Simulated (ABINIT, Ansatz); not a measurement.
**Tellurium (P3_121, 3 atoms a cell): one start, several treatments of the self-energy**

How much does the gap of Tellurium (P3_121, 3 atoms a cell) depend on the approximation to the self-energy?

Main program and level: ABINIT 10.8.3; PBE and many-body steps on it, plane waves.

The database entry behind the starting cell differs from later determinations by our own check (inner coordinate of an old entry), so it need not match the best structure at ambient conditions.

## Step 1: The structure

It takes space group P3_121 (No. 152, trigonal). The conventional cell has a = 4.454 Å, b = 4.454 Å, c = 5.924 Å, α = 90.00°, β = 90.00°, γ = 120.00°. Te has 2 Te at 2.86 Å nearest.

The cell and positions come from the Crystallography Open Database and are kept as given unless a step says otherwise. Spin-orbit coupling is left out unless a step names it.

## Step 2: Empty states on the mesh, 3×3×2 mesh, 743 bands

This step: ABINIT 10.8.3; DFT, PBE, plane waves, norm-conserving pseudopotentials.

The sums over transitions need many empty states on a uniform mesh; this step solves for them.

run.abi

```
acell 3*1.0 Angstrom
rprim 
  4.454000000025 -0.000000000006 0.000000000000
  -2.227000000008 3.857277148481 0.000000000000
  0.000000000000 0.000000000000 5.924000000000
ntypat 1
znucl 52
natom 3
typat 1 1 1
xred 
  0.269000000000 0.000000000000 0.333333333333
  0.000000000000 0.269000000000 0.666666666667
  0.731000000000 0.731000000000 -0.000000000000
pp_dirpath "pseudos"
pseudos "Te.upf"
ecut 34
ngkpt 3 3 2
nshiftk 1
shiftk 0 0 0
kptopt 1
chksymbreak 0
iscf -2
irdden 1
istwfk *1
nband 743
nbdbuf 66
tolwfr 1e-09
nstep 60
prtvol 0
indata_prefix "in"
outdata_prefix "out"
tmpdata_prefix "tmp"
```

Command:

```bash
$ OMP_NUM_THREADS=1 mpirun -n 4 abinit run.abi > log
```

Numbers of over 12 decimals in the logs are rounded to 6 here.

The log of the run:

```text
.Version 10.8.3 of ABINIT. v10.8.2 released Aug 2026.

 Symmetries : space group P3_1 2 1 (#152); Bravais hP (primitive hexag.)
[... echo of the input left out ...]
== DATASET  1 ==================================================================
-   mpi_nproc: 4, omp_nthreads: 1 (-1 if OMP is not activated)

--- !DatasetInfo
iteration_state: {dtset: 1, }
dimensions: {natom: 3, nkpt: 6, mband: 743, nsppol: 1, nspinor: 1, nspden: 1, mpw: 6557, }
cutoff_energies: {ecut:  34.0, pawecutdg:  -1.0, }
[...]
7.43449    7.44062    7.44062    7.48294    7.48472    7.48478    7.48699    7.50035
   7.50054    7.50535    7.50553    7.51038    7.53278    7.53308    7.54787    7.54936
   7.56156    7.57060    7.57293    7.58980    7.60078    7.61177    7.63226
 prteigrs : prtvol=0 or 1, do not print more k-points.

== END DATASET(S) ==============================================================
================================================================================

 -outvars: echo values of variables after computation  --------
            nband         743
             nkpt           6
          spgroup         152
 [... the other variables as echoed above ...]

 Calculation completed.
```

It took 18 min on 4 MPI ranks of Arm Neoverse V1, shared host; peak memory 0.9 GiB.

Numbers from this step:

```yaml
gap: 0.1739 eV
k_of_the_valence_top: 0.3333, 0.3333, 0.5
k_of_the_conduction_bottom: 0.3333, 0.3333, 0.5
least_direct_gap: 0.1739 eV
k_points_computed: 6
lowest_point_of_the_top_converged_band_above_the_valence_top: 187.6723 eV
```

On this mesh the gap is 0.174 eV.

The density comes from a self-consistent run that is not shown.

## Step 3: Screening, 3×3×2 mesh, 290 bands, screening to 176.9 eV

The RPA dielectric matrix is built and inverted for each q.

This step: RPA screening on PBE, plane waves, norm-conserving pseudopotentials.

Edit run.abi of step 2 so:

```diff
@@ -21,10 +21,11 @@
 chksymbreak 0
-iscf -2
-irdden 1
 istwfk *1
-nband 743
-nbdbuf 66
-tolwfr 1e-09
-nstep 60
-prtvol 0
+occopt 1
+irdwfk 1
+optdriver 3
+nband 290
+ecuteps 6.5
+inclvkb 2
+awtr 1
+symchi 1
 indata_prefix "in"
```

The log of the run:

```text
.Version 10.8.3 of ABINIT. v10.8.2 released Aug 2026.

 Symmetries : space group P3_1 2 1 (#152); Bravais hP (primitive hexag.)
[... echo of the input left out ...]
== DATASET  1 ==================================================================
-   mpi_nproc: 4, omp_nthreads: 1 (-1 if OMP is not activated)

--- !DatasetInfo
iteration_state: {dtset: 1, }
dimensions: {natom: 3, nkpt: 6, mband: 290, nsppol: 1, nspinor: 1, nspden: 1, mpw: 6557, }
cutoff_energies: {ecut:  34.0, pawecutdg:  -1.0, }
electrons: {nelect:   4.80000000E+01, charge:   0.00000000E+00, occopt:   1.00000000E+00, tsmear:   1.00000000E-02, }

 SCREENING: Calculation of the susceptibility and dielectric matrices

 Based on a program developped by R.W. Godby, V. Olevano, G. Onida, and L. Reining.
 Incorporated in ABINIT by V. Olevano, G.-M. Rignanese, and M. Torrent.
.Using double precision arithmetic ; gwpc =  8

[... cell and pseudopotentials left out ...]
--------------------------------------------------------------------------------

 ==== K-mesh for the wavefunctions ====
 Number of points in the irreducible wedge :     6
[... list of points left out ...]
 Together with  6 symmetry operations and time-reversal symmetry
 yields    18 points in the full Brillouin Zone.

 ==== Q-mesh for the screening function ====
 Number of points in the irreducible wedge :     6
[... list of points left out ...]
 Together with  6 symmetry operations and time-reversal symmetry
 yields    18 points in the full Brillouin Zone.

 setmesh: FFT mesh size selected  =    27x   27x   45
          total number of points  =        32805

 vcoul_init : cutoff-mode = AUXILIARY_FUNCTION
 q-points for optical limit:   1
     1)      0.000010    0.000020    0.000030

- screening: taking advantage of time-reversal symmetry
- Maximum band index for partially occupied states nbvw = 24
- Remaining bands to be divided among processors   nbcw = 266
- Number of bands treated by each node ~66

 Number of electrons calculated from density =   48.0000; Expected =   48.0000
 average of density, n =  0.069887
 r_s =    1.5060
 omega_plasma =   25.5009 [eV]

 calculating chi0 at frequencies [eV] :
  1    0.000000E+00    0.000000E+00
  2    0.000000E+00    2.550086E+01

--------------------------------------------------------------------------------
  q-point number  1        q = ( 0.000000, 0.000000, 0.000000) [r.l.u.]
--------------------------------------------------------------------------------
[... chi0 elements left out ...]
 For q-point:  0.000010 0.000020 0.000030
  dielectric constant =   1.65941E+03
  dielectric constant without local fields =   2.09902E+03

  Average fulfillment of the sum rule on Im[epsilon] for q-point    1 :    104.16  [%]
[... wings left out ...]
  q-point number  2        q = ( 0.333333, 0.000000, 0.000000) [r.l.u.]
--------------------------------------------------------------------------------
[... chi0 elements left out ...]
  Average fulfillment of the sum rule on Im[epsilon] for q-point    2 :    114.90  [%]

 [... 4 further q-points ...]
```

Elapsed: 2.4 min, on 4 MPI ranks; peak memory 1.7 GiB; 9.7 min of CPU time.

This step gave:

```yaml
eps_infinity_with_local_fields_on_this_mesh_along_the_program_s_q_direction: 1659
the_same_without_local_fields: 2099
plasma_frequency: 25.50 eV
plane_waves_in_the_screening_matrix: 529
```

Local fields lower ε∞ by 21 %. The value itself is an artefact of the mesh, where one narrow direct gap carries too much weight.

## Step 4: G0W0, Godby-Needs plasmon pole

The self-energy is evaluated for the states that the input lists, and the levels follow from it, in one-shot runs by the linearised quasiparticle equation.

This step: G0W0 on PBE, plane waves, norm-conserving pseudopotentials.

Edit run.abi of step 3 so:

```diff
@@ -24,8 +24,17 @@
 irdwfk 1
-optdriver 3
+optdriver 4
 nband 290
+gwcalctyp 0
+ecutsigx 34
+symsigma 1
+nkptgw 2
+kptgw 
+  0.3333333333 0.3333333333 0.5000000000
+  0.0000000000 0.0000000000 0.0000000000
+bdgw 
+  23 27
+  22 26
 ecuteps 6.5
-inclvkb 2
-awtr 1
-symchi 1
+irdscr 1
+ppmodel 1
 indata_prefix "in"
```

The log of the run:

```text
.Version 10.8.3 of ABINIT. v10.8.2 released Aug 2026.

 Symmetries : space group P3_1 2 1 (#152); Bravais hP (primitive hexag.)
[... echo of the input left out ...]
== DATASET  1 ==================================================================
-   mpi_nproc: 4, omp_nthreads: 1 (-1 if OMP is not activated)

--- !DatasetInfo
iteration_state: {dtset: 1, }
dimensions: {natom: 3, nkpt: 6, mband: 290, nsppol: 1, nspinor: 1, nspden: 1, mpw: 6557, }
cutoff_energies: {ecut:  34.0, pawecutdg:  -1.0, }
electrons: {nelect:   4.80000000E+01, charge:   0.00000000E+00, occopt:   1.00000000E+00, tsmear:   1.00000000E-02, }

 SIGMA: Calculation of the GW corrections

 Based on a program developped by R.W. Godby, V. Olevano, G. Onida, and L. Reining.
 Incorporated in ABINIT by V. Olevano, G.-M. Rignanese, and M. Torrent.
.Using double precision arithmetic ; gwpc =  8

[... cell and pseudopotentials left out ...]
--------------------------------------------------------------------------------

 ==== K-mesh for the wavefunctions ====
 Number of points in the irreducible wedge :     6
[... list of points left out ...]
 Together with  6 symmetry operations and time-reversal symmetry
 yields    18 points in the full Brillouin Zone.

 ==== Q-mesh for screening function ====
 Number of points in the irreducible wedge :     6
[... list of points left out ...]
 Together with  6 symmetry operations and time-reversal symmetry
 yields    18 points in the full Brillouin Zone.

 vcoul_init : cutoff-mode = AUXILIARY_FUNCTION
 q-points for optical limit:   1
     1)      0.000010    0.000020    0.000030
 setmesh: FFT mesh size selected  =    40x   40x   60
          total number of points  =        96000

 Number of electrons calculated from density =   48.0000; Expected =   48.0000
 average of density, n =  0.069887
 r_s =    1.5060
 omega_plasma =   25.5009 [eV]

 === KS Band Gaps ===
  >>>> For spin  1
   Minimum direct gap =   0.1738 [eV], located at k-point      :   0.3333  0.3333  0.5000
   Fundamental gap    =   0.1738 [eV], Top of valence bands at :   0.3333  0.3333  0.5000
                                       Bottom of conduction at :   0.3333  0.3333  0.5000
 SIGMA fundamental parameters:
 PLASMON POLE MODEL  1
 number of plane-waves for SigmaX                 6557
 number of plane-waves for SigmaC and W            529
 number of plane-waves for wavefunctions          6557
 number of bands                                   290
 number of independent spin polarizations            1
 number of spinorial components                      1
 number of k-points in IBZ                           6
 number of q-points in IBZ                           6
 number of symmetry operations                       6
 number of k-points in BZ                           18
 number of q-points in BZ                           18
 number of frequencies for dSigma/dE                 9
 frequency step for dSigma/dE [eV]                0.25
 number of omega for Sigma on real axis              0
 max omega for Sigma on real axis  [eV]           0.00
 zcut for avoiding poles [eV]                     0.10

 EPSILON^-1 parameters (SCR file):
 dimension of the eps^-1 matrix on file            529
 dimension of the eps^-1 matrix used               529
 number of plane-waves for wavefunctions          6557
 number of bands                                   290
 number of q-points in IBZ                           6
 number of frequencies                               2
 number of real frequencies                          1
 number of imag frequencies                          1

 matrix elements of self-energy operator (all in [eV])

 Perturbative Calculation

--- !SelfEnergy_ee
iteration_state: {dtset: 1, }
kpoint     : [   0.333,    0.333,    0.500, ]
spin       : 1
KS_gap     :    0.174
QP_gap     :    0.502
Delta_QP_KS:    0.329
data: !SigmaeeData |
     Band     E0 <VxcDFT>   SigX SigC(E0)      Z dSigC/dE  Sig(E)    E-E0       E
       23   4.683 -12.381 -14.438   1.025   0.784  -0.275 -13.190  -0.809   3.875
       24   4.683 -12.381 -14.438   1.025   0.784  -0.275 -13.190  -0.809   3.875
       25   4.857 -11.885  -9.305  -3.190   0.786  -0.272 -12.365  -0.480   4.377
       26   6.003 -11.851  -9.094  -3.385   0.786  -0.273 -12.344  -0.493   5.510
       27   6.003 -11.851  -9.094  -3.385   0.786  -0.273 -12.344  -0.493   5.510

--- !SelfEnergy_ee
iteration_state: {dtset: 1, }
kpoint     : [   0.000,    0.000,    0.000, ]
spin       : 1
KS_gap     :    1.861
QP_gap     :    2.142
Delta_QP_KS:    0.282
data: !SigmaeeData |
     Band     E0 <VxcDFT>   SigX SigC(E0)      Z dSigC/dE  Sig(E)    E-E0       E
       22   3.007 -11.477 -14.257   1.776   0.776  -0.288 -12.257  -0.780   2.227
       23   3.007 -11.477 -14.257   1.776   0.776  -0.288 -12.257  -0.780   2.227
       24   3.836 -11.708 -14.430   1.643   0.779  -0.284 -12.548  -0.841   2.995
       25   5.696 -12.128  -9.580  -3.262   0.782  -0.279 -12.686  -0.559   5.137
       26   5.696 -12.128  -9.580  -3.262   0.782  -0.279 -12.686  -0.559   5.137

== END DATASET(S) ==============================================================
================================================================================

 -outvars: echo values of variables after computation  --------
           etotal      0.0000000000E+00
            nband         290
             nkpt           6
          spgroup         152
 [... the other variables as echoed above ...]

 Calculation completed.
```

The job ended after 71 s (4 MPI ranks; peak memory 1.8 GiB).

Numbers from this step:

```yaml
g0w0_gap_on_the_points_computed: 0.5020 eV
starting_gap_on_the_mesh: 0.1739 eV
k_of_the_valence_top: 0.3333, 0.3333, 0.5
k_of_the_conduction_bottom: 0.3333, 0.3333, 0.5
z_at_the_valence_top: 0.784
z_at_the_conduction_bottom: 0.786
least_direct_g0w0_gap_on_the_computed_points: 0.5020 eV
```

The gap on the mesh goes from 0.17 eV to 0.50 eV, a correction of +0.33 eV.

## Step 5: G0W0, von der Linden-Horsch plasmon pole

Edit run.abi of step 4 so:

```diff
@@ -38,3 +38,3 @@
 irdscr 1
-ppmodel 1
+ppmodel 3
 indata_prefix "in"
```

The log of the run:

```text
.Version 10.8.3 of ABINIT. v10.8.2 released Aug 2026.

 Symmetries : space group P3_1 2 1 (#152); Bravais hP (primitive hexag.)
[... echo of the input left out ...]
== DATASET  1 ==================================================================
-   mpi_nproc: 4, omp_nthreads: 1 (-1 if OMP is not activated)

--- !DatasetInfo
iteration_state: {dtset: 1, }
dimensions: {natom: 3, nkpt: 6, mband: 290, nsppol: 1, nspinor: 1, nspden: 1, mpw: 6557, }
cutoff_energies: {ecut:  34.0, pawecutdg:  -1.0, }
electrons: {nelect:   4.80000000E+01, charge:   0.00000000E+00, occopt:   1.00000000E+00, tsmear:   1.00000000E-02, }

 SIGMA: Calculation of the GW corrections

 Based on a program developped by R.W. Godby, V. Olevano, G. Onida, and L. Reining.
 Incorporated in ABINIT by V. Olevano, G.-M. Rignanese, and M. Torrent.
.Using double precision arithmetic ; gwpc =  8

[... cell and pseudopotentials left out ...]
--------------------------------------------------------------------------------

 ==== K-mesh for the wavefunctions ====
 Number of points in the irreducible wedge :     6
[... list of points left out ...]
 Together with  6 symmetry operations and time-reversal symmetry
 yields    18 points in the full Brillouin Zone.

 ==== Q-mesh for screening function ====
 Number of points in the irreducible wedge :     6
[... list of points left out ...]
 Together with  6 symmetry operations and time-reversal symmetry
 yields    18 points in the full Brillouin Zone.

 vcoul_init : cutoff-mode = AUXILIARY_FUNCTION
 q-points for optical limit:   1
     1)      0.000010    0.000020    0.000030
 setmesh: FFT mesh size selected  =    40x   40x   60
          total number of points  =        96000

 Number of electrons calculated from density =   48.0000; Expected =   48.0000
[...]
number of omega for Sigma on real axis              0
 max omega for Sigma on real axis  [eV]           0.00
 zcut for avoiding poles [eV]                     0.10

 EPSILON^-1 parameters (SCR file):
 dimension of the eps^-1 matrix on file            529
 dimension of the eps^-1 matrix used               529
 number of plane-waves for wavefunctions          6557
 number of bands                                   290
 number of q-points in IBZ                           6
 number of frequencies                               2
 number of real frequencies                          1
 number of imag frequencies                          1

 matrix elements of self-energy operator (all in [eV])

 Perturbative Calculation

--- !SelfEnergy_ee
iteration_state: {dtset: 1, }
kpoint     : [   0.333,    0.333,    0.500, ]
spin       : 1
KS_gap     :    0.174
QP_gap     :    0.510
Delta_QP_KS:    0.336
data: !SigmaeeData |
     Band     E0 <VxcDFT>   SigX SigC(E0)      Z dSigC/dE  Sig(E)    E-E0       E
       23   4.683 -12.381 -14.438   0.544   0.837  -0.195 -13.647  -1.265   3.418
       24   4.683 -12.381 -14.438   0.544   0.837  -0.195 -13.647  -1.265   3.418
       25   4.857 -11.885  -9.305  -3.688   0.839  -0.192 -12.814  -0.930   3.928
[...]
--- !SelfEnergy_ee
iteration_state: {dtset: 1, }
kpoint     : [   0.000,    0.000,    0.000, ]
spin       : 1
KS_gap     :    1.861
QP_gap     :    2.226
Delta_QP_KS:    0.365
data: !SigmaeeData |
     Band     E0 <VxcDFT>   SigX SigC(E0)      Z dSigC/dE  Sig(E)    E-E0       E
[...]
25   5.696 -12.128  -9.580  -3.709   0.836  -0.197 -13.098  -0.970   4.726
       26   5.696 -12.128  -9.580  -3.709   0.836  -0.197 -13.098  -0.970   4.726

== END DATASET(S) ==============================================================
================================================================================

 -outvars: echo values of variables after computation  --------
           etotal      0.0000000000E+00
            nband         290
             nkpt           6
          spgroup         152
 [... the other variables as echoed above ...]

 Calculation completed.
```

Run time: 27 s. Hardware: 4 MPI ranks; peak memory 1.6 GiB.

Numbers from this step:

| Quantity | Value |
| --- | --- |
| G0W0 gap on the points computed | 0.5100 eV |
| starting gap on the mesh | 0.1739 eV |
| k of the valence top | 0.3333, 0.3333, 0.5 |
| k of the conduction bottom | 0.3333, 0.3333, 0.5 |
| Z at the valence top | 0.837 |
| Z at the conduction bottom | 0.839 |
| least direct G0W0 gap on the computed points | 0.5100 eV |

Against G0W0 in ABINIT (3×3×2 mesh, 290 bands, screening to 176.9 eV, Godby-Needs plasmon pole), the gap moves by +0.008 eV.

## Step 6: G0W0, Engel-Farid plasmon pole

Edit run.abi of step 5 so:

```diff
@@ -38,3 +38,3 @@
 irdscr 1
-ppmodel 3
+ppmodel 4
 indata_prefix "in"
```

The log of the run:

```text
.Version 10.8.3 of ABINIT. v10.8.2 released Aug 2026.

 Symmetries : space group P3_1 2 1 (#152); Bravais hP (primitive hexag.)
[... echo of the input left out ...]
== DATASET  1 ==================================================================
-   mpi_nproc: 4, omp_nthreads: 1 (-1 if OMP is not activated)

--- !DatasetInfo
iteration_state: {dtset: 1, }
dimensions: {natom: 3, nkpt: 6, mband: 290, nsppol: 1, nspinor: 1, nspden: 1, mpw: 6557, }
cutoff_energies: {ecut:  34.0, pawecutdg:  -1.0, }
[...]
Band     E0 <VxcDFT>   SigX SigC(E0)      Z dSigC/dE  Sig(E)    E-E0       E
[...]
25   5.696 -12.128  -9.580  -3.418   0.775  -0.290 -12.802  -0.675   5.021
       26   5.696 -12.128  -9.580  -3.418   0.775  -0.290 -12.802  -0.675   5.021

== END DATASET(S) ==============================================================
================================================================================

 -outvars: echo values of variables after computation  --------
           etotal      0.0000000000E+00
            nband         290
             nkpt           6
          spgroup         152
 [... the other variables as echoed above ...]

 Calculation completed.
```

Wall time 27 s (4 MPI ranks); peak memory 1.6 GiB.

This step gave:

```yaml
g0w0_gap_on_the_points_computed: 0.4830 eV
starting_gap_on_the_mesh: 0.1739 eV
k_of_the_valence_top: 0.3333, 0.3333, 0.5
k_of_the_conduction_bottom: 0.3333, 0.3333, 0.5
least_direct_g0w0_gap_on_the_computed_points: 0.4830 eV
```

Against G0W0 in ABINIT (3×3×2 mesh, 290 bands, screening to 176.9 eV, Godby-Needs plasmon pole), the gap moves by −0.019 eV.

[end of part 1 of 2]

[Paths, hosts, dates, memory and timing lines, banners, echoed tables and standing remarks are left out of the program output.]

[Logs are printed without paths, hosts, clocks, repeated set-up lines and the standing remarks that a program may print on its own settings, such as how far it seeks lower states.]

[Runs of the session that timed out or met a known fault of the program may be left out.]

[Hosts, paths, dates, database ids (printed as entryN), source tags and the programs' standing remarks are cut or masked in the printed files.]

[G0W0 gaps are taken among the corrected bands and points alone; a level outside them can change the order at an edge.]

[Where Ansatz stands beside ABINIT at settings called matched, ABINIT's density can come from a denser mesh and the files from another edition; pairs whose starting gaps differed by over 0.03 eV were left out, so agreement reads better than it is.]
